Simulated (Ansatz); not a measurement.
# linear Ba chain under tension and compression

Does stretching change the magnetism or the channel count of the linear Ba chain?

Method: DFT PBE, plane waves, PAW; relaxation of a chain's period, in the first sound run; inputs show where later runs differ, in Ansatz 0.2.0.

Most raw output is cut from this account.

**1. The starting structure**

The cell holds 1 atom: 1 Ba. Its edges and angles: a = 12.000 Å, b = 12.000 Å, c = 3.999 Å, α = 90.0°, β = 90.0°, γ = 90.0°. Vacuum lies along a and b. The structure's axis is c.

**2. The relaxed wire**

Band widths follow the bond lengths, so the chain is relaxed first. The atoms and the third cell vector are free; the box across stays fixed as vacuum. Moments are seeded so that a magnetic state can form if it lies lower. A Fermi-Dirac smearing is set since the result may be a metal. The pressure printed is a third of the stress's trace over the whole box, vacuum included; only the stress along the axis is relaxed.

The input, input.yaml:

```yaml
crystal:
  lattice:
    - [12.0, 0.0, 0.0]
    - [0.0, 12.0, 0.0]
    - [0.0, 0.0, 3.999]
  atoms:
    - { symbol: Ba, position: [0.5, 0.5, 0.0], spin: 0.5 }
magnetization:
  spin_polarized: true
kpoints:
  mp_grid: { grid: [1, 1, 21] }
scf:
  occupations: { method: fermi_dirac, width: 0.05 }
hamiltonian:
  xc: pbe
relax:
  cell: { fix: [a, b, alpha, beta, gamma] }
  max_steps: 60
```

Command:

```sh
> ansatz run input.yaml --threads 4 --pin off --max-ram 16384MiB --backend cpu --events-out ev --progress --plain --runs-dir out
```

It took 8.8 s on 4 threads of Intel Xeon Platinum 8488C (Sapphire Rapids), shared host; peak memory 0.8 GiB; 33 s of CPU time.

Step by step:

| step | energy less that of the first step (eV) | largest force component (eV/Å) | pressure (GPa) | volume (Å³) |
| --- | --- | --- | --- | --- |
| 1 | 0.0000 | 0.0000 | 0.02 | 575.86 |
| 2 | -0.0005 | 0.0000 | 0.02 | 577.08 |
| 3 | -0.0037 | 0.0000 | -0.01 | 592.27 |
| 4* | -0.0037 | 0.0000 | -0.01 | 592.27 |

Relaxation steps marked * repeat the geometry before them on a plane-wave basis chosen anew for their cell, so energy and pressure can jump there.

```csv
cell as run,before,after,change
c (Å),3.999,4.113,+2.9 %
```

Final coordinates:

```xyz
1
Lattice="12.0000 0.0000 0.0000 0.0000 12.0000 0.0000 0.0000 0.0000 4.1130" Properties=species:S:1:pos:R:3
Ba    6.0000    6.0000    0.0000
```

This step gave:

* energy at zero smearing: -5948.0787 eV
* total moment: 0.7822 μB
* absolute moment: 0.7891 μB
* cell length along the wire: 4.113 Å

Site moment by atom:

| atom | site moment (μB) |
| --- | --- |
| Ba1 | 0.346 |

The cell's length comes to 4.113 Å with an absolute moment of 0.79 μB a cell.

**3. The chain at a fixed length, period over the relaxed period 0.88, k-mesh 1×1×23**

This step: DFT PBE, plane waves, PAW; channels and complex bands of a perfect chain (Ansatz 0.2.0).

The period is set to 0.88 times the relaxed one: shorter bonds widen the bands.

The cell differs from the one that the last finished run ended in (c 4.113 → 3.619 Å).

input.yaml, the sections that differ from step 2:

```yaml
crystal:
  lattice:
    - [12.0, 0.0, 0.0]
    - [0.0, 12.0, 0.0]
    - [0.0, 0.0, 3.6194397715]
  atoms:
    - { symbol: Ba, position: [0.5, 0.5, 0.0], spin: 0.35 }
kpoints:
  mp_grid: { grid: [1, 1, 23] }
output:
  transmission:
    e_range: [-2, 2]
    de: 0.035
    kmesh: [1, 1]
    reduced_basis: true
    leads: [[0, 0]]
  stress: true
# magnetization, scf, hamiltonian: as in step 2
# relax: removed
```

Wall time 92 s (4 threads); peak memory 1.2 GiB; 5.2 min of CPU time.

Numbers from this step:

- energy at zero smearing: -5947.9916 eV
- total moment: 1.045 μB
- absolute moment: 1.045 μB
- channels at the energy nearest the Fermi level, spin up: 4
- channels at the energy nearest the Fermi level, spin down: 1
- conductance of the lead as this run defines it: 2.407 G₀
- band gap: 0 eV

Open channels of the lead against energy, zero at the Fermi level:

| energy (eV) | spin up | spin down |
| --- | --- | --- |
| -1.790 | 0 | 0 |
| -1.685 | 1 | 0 |
| -1.615 | 1 | 0 |
| -1.510 | 1 | 0 |
| -1.405 | 1 | 0 |
| -1.300 | 1 | 0 |
| -1.195 | 1 | 0 |
| -1.090 | 1 | 0 |
| -0.985 | 1 | 1 |
| -0.915 | 1 | 1 |
| -0.810 | 1 | 1 |
| -0.705 | 1 | 1 |
| -0.600 | 3 | 1 |
| -0.495 | 3 | 1 |
| -0.390 | 3 | 1 |
| -0.285 | 3 | 1 |
| -0.215 | 3 | 1 |
| -0.110 | 3 | 1 |
| -0.005 | 4 | 1 |
| 0.100 | 4 | 1 |
| 0.205 | 4 | 1 |
| 0.310 | 4 | 4 |
| 0.415 | 4 | 4 |
| 0.485 | 4 | 4 |
| 0.590 | 6 | 4 |
| 0.695 | 6 | 4 |
| 0.800 | 4 | 4 |
| 0.905 | 4 | 6 |
| 1.010 | 4 | 6 |
| 1.115 | 4 | 6 |
| 1.185 | 4 | 4 |
| 1.290 | 4 | 4 |
| 1.395 | 4 | 4 |
| 1.500 | 4 | 4 |
| 1.605 | 3 | 4 |
| 1.710 | 3 | 3 |
| 1.815 | 3 | 3 |
| 1.885 | 3 | 3 |

Site moment by atom:

| atom | site moment (μB) |
| --- | --- |
| Ba1 | 0.408 |

At the computed energy nearest the Fermi level there are 4 spin-up and 1 spin-down channels, and the thermal average gives 2.41 G₀.

**4. The chain at a fixed length, period over the relaxed period 0.92, k-mesh 1×1×22**

The period is set to 0.92 times the relaxed one: shorter bonds widen the bands.

The cell differs from the one that the last finished run ended in (c 3.619 → 3.784 Å).

input.yaml, as its differences from that of step 3:

```diff
@@ -4,3 +4,3 @@
     - [0.0, 12.0, 0.0]
-    - [0.0, 0.0, 3.6194397715]
+    - [0.0, 0.0, 3.7839597611]
   atoms:
@@ -10,3 +10,3 @@
 kpoints:
-  mp_grid: { grid: [1, 1, 23] }
+  mp_grid: { grid: [1, 1, 22] }
 scf:
```

Run time: 84 s. Hardware: 4 threads; peak memory 1.2 GiB; 4.8 min of CPU time.

At the computed energy nearest the Fermi level there are 3 spin-up and 1 spin-down channels, and the thermal average gives 2.02 G₀.

For the conductance of the lead as this run defines it, step 3 gave 2.41 G₀; this run, with period over the relaxed period 0.92 and k-mesh 1×1×22, gives 2.02 G₀ (-16 %).

**5. The chain at a fixed length, period over the relaxed period 0.96, k-mesh 1×1×21**

The period is set to 0.96 times the relaxed one: shorter bonds widen the bands.

The cell differs from the one that the last finished run ended in (c 3.784 → 3.948 Å).

input.yaml, as its differences from that of step 4:

```diff
@@ -4,3 +4,3 @@
     - [0.0, 12.0, 0.0]
-    - [0.0, 0.0, 3.7839597611]
+    - [0.0, 0.0, 3.9484797507]
   atoms:
@@ -10,3 +10,3 @@
 kpoints:
-  mp_grid: { grid: [1, 1, 22] }
+  mp_grid: { grid: [1, 1, 21] }
 scf:
```

The job ended after 82 s (4 threads; peak memory 1.2 GiB).

At the computed energy nearest the Fermi level there are 3 spin-up and 1 spin-down channels, and the thermal average gives 2.00 G₀.

For the conductance of the lead as this run defines it, step 3 gave 2.41 G₀; this run, with period over the relaxed period 0.96 and k-mesh 1×1×21, gives 2.00 G₀ (-17 %).

**6. At a set period, period over the relaxed period 1, k-mesh 1×1×20**

The period is set to 1.0 times the relaxed one, as the point of reference.

input.yaml, as its differences from that of step 5:

```diff
@@ -4,3 +4,3 @@
     - [0.0, 12.0, 0.0]
-    - [0.0, 0.0, 3.9484797507]
+    - [0.0, 0.0, 4.1129997403]
   atoms:
@@ -10,3 +10,3 @@
 kpoints:
-  mp_grid: { grid: [1, 1, 21] }
+  mp_grid: { grid: [1, 1, 20] }
 scf:
```

It took 89 s on 4 threads; peak memory 1.2 GiB; 5.2 min of CPU time.

At the computed energy nearest the Fermi level there are 3 spin-up and 1 spin-down channels, and the thermal average gives 2.00 G₀.

For the conductance of the lead as this run defines it, step 3 gave 2.41 G₀; this run, with period over the relaxed period 1 and k-mesh 1×1×20, gives 2.00 G₀ (-17 %).

**7. The chain at a fixed length, period over the relaxed period 1.04, k-mesh 1×1×19**

The period is set to 1.04 times the relaxed one: longer bonds narrow the bands.

The cell differs from the one that the last finished run ended in (c 4.113 → 4.278 Å).

input.yaml, as its differences from that of step 6:

```diff
@@ -4,3 +4,3 @@
     - [0.0, 12.0, 0.0]
-    - [0.0, 0.0, 4.1129997403]
+    - [0.0, 0.0, 4.2775197299]
   atoms:
@@ -10,3 +10,3 @@
 kpoints:
-  mp_grid: { grid: [1, 1, 20] }
+  mp_grid: { grid: [1, 1, 19] }
 scf:
```

Run time: 94 s. Hardware: 4 threads; peak memory 1.2 GiB; 5.4 min of CPU time.

At the computed energy nearest the Fermi level there are 3 spin-up and 1 spin-down channels, and the thermal average gives 2.00 G₀. The change of length costs 0.010 eV a cell and leaves an absolute moment of 0.69 μB a cell.

For the conductance of the lead as this run defines it, step 3 gave 2.41 G₀; this run, with period over the relaxed period 1.04 and k-mesh 1×1×19, gives 2.00 G₀ (-17 %).

**8. The chain at a fixed length, period over the relaxed period 1.08, k-mesh 1×1×19**

The period is set to 1.08 times the relaxed one: longer bonds narrow the bands.

The cell differs from the one that the last finished run ended in (c 4.278 → 4.442 Å).

input.yaml, as its differences from that of step 7:

```diff
@@ -4,3 +4,3 @@
     - [0.0, 12.0, 0.0]
-    - [0.0, 0.0, 4.2775197299]
+    - [0.0, 0.0, 4.4420397196]
   atoms:
```

The job ended after 94 s (4 threads; peak memory 1.2 GiB; 5.4 min of CPU time).

At the computed energy nearest the Fermi level there are 3 spin-up and 1 spin-down channels, and the thermal average gives 1.99 G₀. The change of length costs 0.028 eV a cell and leaves an absolute moment of 0.62 μB a cell.

**9. The chain at a fixed length, period over the relaxed period 1.13, k-mesh 1×1×18**

The period is set to 1.13 times the relaxed one: longer bonds narrow the bands.

The cell differs from the one that the last finished run ended in (c 4.442 → 4.648 Å).

input.yaml, as its differences from that of step 8:

```diff
@@ -4,3 +4,3 @@
     - [0.0, 12.0, 0.0]
-    - [0.0, 0.0, 4.4420397196]
+    - [0.0, 0.0, 4.6476897066]
   atoms:
@@ -10,3 +10,3 @@
 kpoints:
-  mp_grid: { grid: [1, 1, 19] }
+  mp_grid: { grid: [1, 1, 18] }
 scf:
```

Wall time 93 s (4 threads); peak memory 1.2 GiB.

The open channels of the lead by energy, zero at the Fermi level:

| energy (eV) | spin up | spin down |
| --- | --- | --- |
| -1.685 | 0 | 0 |
| -1.615 | 1 | 0 |
| -1.510 | 1 | 0 |
| -1.405 | 1 | 0 |
| -1.300 | 1 | 1 |
| -1.195 | 1 | 1 |
| -1.090 | 1 | 1 |
| -0.985 | 1 | 1 |
| -0.915 | 1 | 1 |
| -0.810 | 1 | 1 |
| -0.705 | 1 | 1 |
| -0.600 | 1 | 1 |
| -0.495 | 1 | 1 |
| -0.390 | 1 | 1 |
| -0.285 | 1 | 1 |
| -0.215 | 1 | 1 |
| -0.110 | 1 | 1 |
| -0.005 | 3 | 1 |
| 0.100 | 3 | 1 |
| 0.205 | 3 | 1 |
| 0.310 | 4 | 4 |
| 0.415 | 3 | 3 |
| 0.485 | 3 | 3 |
| 0.590 | 5 | 3 |
| 0.695 | 6 | 5 |
| 0.800 | 4 | 5 |
| 0.905 | 2 | 3 |
| 1.010 | 0 | 4 |
| 1.115 | 0 | 0 |
| 1.185 | 0 | 0 |
| 1.290 | 0 | 0 |
| 1.395 | 0 | 0 |
| 1.500 | 0 | 0 |
| 1.605 | 0 | 0 |
| 1.710 | 2 | 0 |
| 1.815 | 2 | 0 |
| 1.885 | 2 | 0 |

At the computed energy nearest the Fermi level there are 3 spin-up and 1 spin-down channels, and the thermal average gives 1.95 G₀. The change of length costs 0.064 eV a cell and leaves an absolute moment of 0.49 μB a cell.

For the conductance of the lead as this run defines it, step 3 gave 2.41 G₀; this run, with period over the relaxed period 1.13 and k-mesh 1×1×18, gives 1.95 G₀ (-19 %).

**10. At a set period, period over the relaxed period 1.2, k-mesh 1×1×17**

The period is set to 1.2 times the relaxed one: longer bonds narrow the bands.

The cell differs from the one that the last finished run ended in (c 4.648 → 4.936 Å).

input.yaml, as its differences from that of step 9:

```diff
@@ -4,3 +4,3 @@
     - [0.0, 12.0, 0.0]
-    - [0.0, 0.0, 4.6476897066]
+    - [0.0, 0.0, 4.9355996884]
   atoms:
@@ -10,3 +10,3 @@
 kpoints:
-  mp_grid: { grid: [1, 1, 18] }
+  mp_grid: { grid: [1, 1, 17] }
 scf:
```

Elapsed: 1.8 min, on 4 threads; peak memory 1.2 GiB; 6.2 min of CPU time.

At the computed energy nearest the Fermi level there are 1 spin-up and 1 spin-down channels, and the thermal average gives 1.28 G₀. The change of length costs 0.115 eV a cell and leaves an absolute moment of 0.20 μB a cell.

For the conductance of the lead as this run defines it, step 3 gave 2.41 G₀; this run, with period over the relaxed period 1.2 and k-mesh 1×1×17, gives 1.28 G₀ (-47 %).

**11. The chain at a fixed length, period over the relaxed period 1.3, k-mesh 1×1×15**

The period is set to 1.3 times the relaxed one: longer bonds narrow the bands.

The cell differs from the one that the last finished run ended in (c 4.936 → 5.347 Å).

input.yaml, as its differences from that of step 10:

```diff
@@ -4,3 +4,3 @@
     - [0.0, 12.0, 0.0]
-    - [0.0, 0.0, 4.9355996884]
+    - [0.0, 0.0, 5.3468996624]
   atoms:
@@ -10,3 +10,3 @@
 kpoints:
-  mp_grid: { grid: [1, 1, 17] }
+  mp_grid: { grid: [1, 1, 15] }
 scf:
```

Elapsed: 4.6 min, on 4 threads; peak memory 1.2 GiB; 16 min of CPU time.

At the computed energy nearest the Fermi level there are 0 spin-up and 0 spin-down channels, and the thermal average gives 0.0161 G₀. The change of length costs 0.157 eV a cell and leaves no moment.

For the conductance of the lead as this run defines it, step 3 gave 2.41 G₀; this run, with period over the relaxed period 1.3 and k-mesh 1×1×15, gives 0.0161 G₀ (-99 %).

**12. The series together**

Times are for 4 threads of Intel Xeon Platinum 8488C (Sapphire Rapids), shared host. The runs compared:

```csv
no.,period over the relaxed period,conductance of the lead as this run defines it (G₀),absolute moment (μB),energy at zero smearing less the lowest (eV),time,memory (GiB)
1,0.88,2.407,1.045,0.08417,92 s,1.2
2,0.92,2.017,0.9792,0.03154,84 s,1.2
3,0.96,2.001,0.9061,0.004819,82 s,1.2
4,1,2.000,0.8056,0,89 s,1.2
5,1.04,1.999,0.6919,0.01012,94 s,1.2
6,1.08,1.995,0.6216,0.02776,94 s,1.2
7,1.13,1.953,0.4875,0.06399,93 s,1.2
8,1.2,1.285,0.2046,0.1150,1.8 min,1.2
9,1.3,0.01609,0,0.1573,4.6 min,1.2
```

**13. The same system on other settings**

This step: DFT PBE, plane waves, PAW; channels and complex bands of a perfect chain; changed: hamiltonian.pseudopotentials = {"kind": "paw", "source": "ansatz"} (Ansatz 0.2.0).

The atoms of the run at the relaxed period are kept and the input is varied, to see whether the result depends on it.

input.yaml, the sections that differ from step 11:

```yaml
crystal:
  lattice:
    - [12.0, 0.0, 0.0]
    - [0.0, 12.0, 0.0]
    - [0.0, 0.0, 4.1129997403]
  atoms:
    - { symbol: Ba, position: [0.5, 0.5, 0.0], spin: 0.35 }
kpoints:
  mp_grid: { grid: [1, 1, 20] }
hamiltonian:
  xc: pbe
  pseudopotentials: { kind: paw, source: ansatz }
# magnetization, scf, output: as in step 11
```

It took 67 s on 4 threads; peak memory 0.91 GiB.

This step gave:

```yaml
energy_at_zero_smearing: -5932.9839 eV
total_moment: 0.7976 μB
absolute_moment: 0.8037 μB
channels_at_the_energy_nearest_the_fermi_level_spin_up: 3
channels_at_the_energy_nearest_the_fermi_level_spin_down: 1
conductance_of_the_lead_as_this_run_defines_it: 2.000 G₀
```

Table of open channels of the lead by energy, zero at the Fermi level:

| energy (eV) | spin up | spin down |
| --- | --- | --- |
| -2.00 | 0 | 0 |
| -1.90 | 0 | 0 |
| -1.79 | 0 | 0 |
| -1.69 | 1 | 0 |
| -1.58 | 1 | 0 |
| -1.48 | 1 | 0 |
| -1.37 | 1 | 0 |
| -1.23 | 1 | 0 |
| -1.12 | 1 | 1 |
| -1.02 | 1 | 1 |
| -0.92 | 1 | 1 |
| -0.81 | 1 | 1 |
| -0.70 | 1 | 1 |
| -0.60 | 1 | 1 |
| -0.49 | 1 | 1 |
| -0.39 | 1 | 1 |
| -0.28 | 1 | 1 |
| -0.18 | 3 | 1 |
| -0.07 | 3 | 1 |
| -0.01 | 3 | 1 |
| 0.07 | 3 | 1 |
| 0.17 | 3 | 1 |
| 0.28 | 4 | 1 |
| 0.38 | 4 | 4 |
| 0.48 | 4 | 4 |
| 0.59 | 4 | 4 |
| 0.69 | 6 | 4 |
| 0.80 | 4 | 5 |
| 0.91 | 4 | 6 |
| 1.01 | 3 | 5 |
| 1.11 | 3 | 3 |
| 1.22 | 4 | 3 |
| 1.36 | 4 | 3 |
| 1.47 | 4 | 3 |
| 1.57 | 0 | 3 |
| 1.68 | 0 | 1 |
| 1.78 | 0 | 2 |
| 1.89 | 0 | 0 |
| 1.99 | 1 | 0 |

It took 67 s against 89 s for the run it varies, and the conductance is 2.00 G₀ against 2.00 G₀.

Side by side:

```
            quantity  this run  the run it varies  difference
   total moment (μB)   0.79762            0.80025    -0.00264
absolute moment (μB)   0.80373            0.80563    -0.00191
```

**14. Summary of results**

| Quantity | Value |
| --- | --- |
| relaxed cell length | 4.113 Å |
| conductance at period × 0.88 | 2.41 G₀ |
| conductance at period × 1.0 | 2.00 G₀ |
| conductance at period × 1.13 | 1.95 G₀ |
| conductance at period × 1.3 | 0.0161 G₀ |
| absolute moment at period × 0.88 | 1.05 μB |
| absolute moment at period × 1.0 | 0.806 μB |
| absolute moment at period × 1.3 | 0 μB |

The conductance goes from 2.41 G₀ at the shortest period to 0.0161 G₀ at the longest, while the magnetic state changes too. Transport is coherent and elastic here: the atoms are frozen, so scattering by vibrations plays no part. Spin-orbit coupling is left out, which matters for the bands of heavy atoms. No search over magnetic orders was made; another may lie lower. One term of the program's error estimate for a conductance, of a junction or of the perfect wire, reaches 13 % in this session. For the perfect chain only parallel moments were started; its antiparallel and spiral orders were not tested. Conductances of a perfect chain off the multiples of half a G0 come from band edges within the thermal window; the square box also splits pairs of bands that an isolated chain keeps degenerate, which moves such edges. The lead's cell of one atom keeps the chain straight and evenly spaced; a zigzag or dimerised form may lie lower.

[Logs are printed without paths, hosts, clocks, repeated set-up lines and the standing remarks that a program may print on its own settings, such as how far it seeks lower states.]

[Hosts, paths, dates, database ids (printed as entryN), source tags and the programs' standing remarks are cut or masked in the printed files.]
